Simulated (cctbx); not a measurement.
## Reading a Patterson map

Space group Cmcm (no. 63), a = 12.4520 Å, b = 7.2940 Å, c = 9.2830 Å, α = 90.00°, β = 90.00°, γ = 90.00°, content Tm8 Ga36 Ni8 Co4.

The data are simulated with cctbx, not measured: synchrotron X-rays, λ = 0.6889 Å, to d = 0.75 Å, 50 % of the full sphere, strongest reflection 70000 counts, noise from counting, a 1.5 % proportional error and a noise floor of 2 counts (s.d.); no absorption.

Patterson synthesis, origin scaled to 1000:

```text
Patterson group C m m m
      u       v       w   height  length (A)
  0.000   0.000   0.000   1000.0     0.00
  0.168   0.500   0.000    538.2     4.20
  0.000   0.000   0.331    467.6     3.07
  0.167   0.500   0.322    427.3     5.15
  0.000   0.332   0.500    404.8     5.24
  0.170   0.164   0.500    245.4     5.24
  0.000   0.338   0.173    231.2     2.94
  0.166   0.166   0.210    230.1     3.09
  0.250   0.250   0.500    100.6     5.88
  0.166   0.171   0.090     90.6     2.56
  0.059   0.386   0.000     83.9     2.91
  0.226   0.111   0.000     80.6     2.93
  0.163   0.280   0.000     62.2     2.88
  0.000   0.000   0.500     33.8     4.64
```

**Question.** Which atom pairs make the peaks, and where is the heaviest atom?

A peak at u stands for all pairs with xi − xj = u, with weight Σ ZiZj against Σ Z² = 81872 at the origin. Peak heights follow these weights only roughly, since form factors, motion and series ripples differ, all vectors within 0.55 Å of a peak are counted as merged into it though the farther ones add only part of their weight, and F(000) is left out, which lowers the whole map:

| u | v | w | shortest length (Å) | height | 1000 ΣZiZj/ΣZ² | pairs in the cell |
| --- | --- | --- | --- | --- | --- | --- |
| 0.168 | 0.500 | 0.000 | 4.13 | 538 | 626 | 24 × Ga–Ga, 4 × Tm–Tm, 8 × Ni–Co, 4 × Ni–Ni |
| 0.000 | 0.000 | 0.331 | 3.07 | 468 | 512 | 16 × Tm–Ga, 8 × Ga–Ga |
| 0.167 | 0.500 | 0.322 | 5.11 | 427 | 559 | 16 × Tm–Ga, 12 × Ga–Ga |
| 0.000 | 0.332 | 0.500 | 5.24 | 405 | 455 | 4 × Tm–Tm, 12 × Ga–Ga, 8 × Ga–Co |
| 0.170 | 0.164 | 0.500 | 5.24 | 245 | 342 | 12 × Ga–Ga, 2 × Tm–Tm, 8 × Ga–Ni |
| 0.000 | 0.338 | 0.173 | 2.94 | 231 | 256 | 8 × Tm–Ga, 4 × Ga–Ga |
| 0.166 | 0.166 | 0.210 | 3.09 | 230 | 418 | 8 × Tm–Ga, 4 × Tm–Ni, 4 × Tm–Co, 2 × Ga–Ga |
| 0.250 | 0.250 | 0.500 | 5.88 | 101 | 209 | 8 × Tm–Ga |
| 0.166 | 0.171 | 0.090 | 2.55 | 91 | 173 | 8 × Ga–Ni, 4 × Ga–Ga, 4 × Ga–Co |
| 0.059 | 0.386 | 0.000 | 2.91 | 84 | 105 | 4 × Tm–Ga |

The table stops at ten peaks or at a height of 45, below which ripples compete. In the model behind the data Tm, the heaviest element, has 1 independent site: (0.6655, 0.1653, 3/4), up to an allowed shift of origin; the Tm–Tm vectors are differences of these positions and their symmetry mates. The whole model:

| atom | mult. | x | y | z | Ueq (Å²) |
| --- | --- | --- | --- | --- | --- |
| Tm1 | 8 | 0.6655 | 0.1653 | 3/4 | 0.0143 |
| Ga1 | 16 | 0.3343 | 0.8291 | 0.5775 | 0.0213 |
| Ga2 | 8 | 1/2 | 0.6679 | 0.4459 | 0.0224 |
| Ga3 | 4 | 1/2 | 0.8823 | 3/4 | 0.0217 |
| Ga4 | 8 | 0.8962 | 0.0573 | 3/4 | 0.0193 |
| Ni1 | 8 | 0.1710 | 0 | 1/2 | 0.0242 |
| Co1 | 4 | 1/2 | 0 | 0 | 0.0187 |

The model was made for the exercise: a known structure type with other elements put in, its volume estimated, not relaxed; displacement parameters are assumed.

[Logs are printed without paths, hosts, clocks, repeated set-up lines and the standing remarks that a program may print on its own settings, such as how far it seeks lower states.]
